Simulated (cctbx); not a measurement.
**Symmetry from intensities**

Cell: a = 7.1780 Å, b = 4.5910 Å, c = 7.6710 Å, α = 90.00°, β = 90.00°, γ = 90.00°. Expected content of the cell: Pb4 Ir4 Mg4.

Simulated single-crystal data (cctbx): Ga Kα, λ = 1.3414 Å, to d = 0.8 Å, 95 % of the full sphere, strongest reflection 40000 counts, noise from counting, a 4 % proportional error and a noise floor of 2 counts (s.d.); no absorption.

Tests on the unmerged data give:

```text
1958 reflections to d = 0.800 A
centring   violations  <I/sigma> of those
    A        772 of   960     15.6
    B        796 of   967     15.5
    C        852 of   967     16.5
    I        802 of   985     15.7
    R       1121 of  1312     16.1
    F       1210 of  1447     15.9
Laue class    unique    Rint  (classes that these axes allow; Friedel mates merged)
P -1             1029   0.024
P 1 2/m 1         584   0.029
P 1 1 2/m         559   0.028
P 2/m 1 1         561   0.029
P m m m           337   0.031
space group    extra absences  I>4sigma  <I/sigma>
P 2 2 2                 0          0         -  acentric
P 2 2 21                9          0       0.4  acentric
P 21 2 2                7          0      -0.3  acentric
P 2 21 2                6          0       0.1  acentric
P 21 21 2              13          0      -0.1  acentric
P 2 21 21              15          0       0.3  acentric
P 21 2 21              16          0       0.1  acentric
P 21 21 21             22          0       0.1  acentric
P m m 2                 0          0         -  acentric
P 2 m m                 0          0         -  acentric
P m 2 m                 0          0         -  acentric
P 21 m a               71          0      -0.0  acentric
P m 2 a                71          0      -0.0  acentric
P n m 21               80          0       0.1  acentric
P n 21 m               80          0       0.1  acentric
P n 21 a              151          0       0.1  acentric
P m m m                 0          0         -  centric
P m m a                71          0      -0.0  centric
P n m m :1             80          0       0.1  centric
P n m m :2             80          0       0.1  centric
P n m a               151          0       0.1  centric
Wilson B = 0.72 A^2   <|E^2-1|> = 0.832 (0.968 centric, 0.736 acentric)   E^2>4: 1.0 %
shell (A)         n   <I/sigma>
 7.67 - 1.60     54     31.6
 1.60 - 1.27     44     35.5
 1.27 - 1.11     42     37.7
 1.11 - 1.01     43     37.2
 1.01 - 0.94     36     33.1
 0.94 - 0.88     42     29.9
 0.88 - 0.84     40     36.4
 0.84 - 0.80     36     36.2
```

**Question.** What are the lattice type, the Laue class and the likely space group?

Every centring test has many violations, so the lattice is primitive.

Rint stays low (0.024 to 0.031) up to P m m m, the highest class in these axes.

21 settings pass the absence test. The most absences obeyed, 151, belong to P n 21 a and P n m a, which absences can't tell apart.

⟨|E²−1|⟩ = 0.832 lies between the two ideal values. The Wilson B of 0.72 Å² means U ≈ 0.0091 Å².

The true group is Pnma (no. 62), Laue class mmm, centrosymmetric. The tables only narrow the choice to the tied entries; cell content, site symmetry and trial solutions must settle it.

The model was made for the exercise: a known structure type with other elements put in, its volume estimated, not relaxed; displacement parameters are assumed.

[Logs are printed without paths, hosts, clocks, repeated set-up lines and the standing remarks that a program may print on its own settings, such as how far it seeks lower states.]
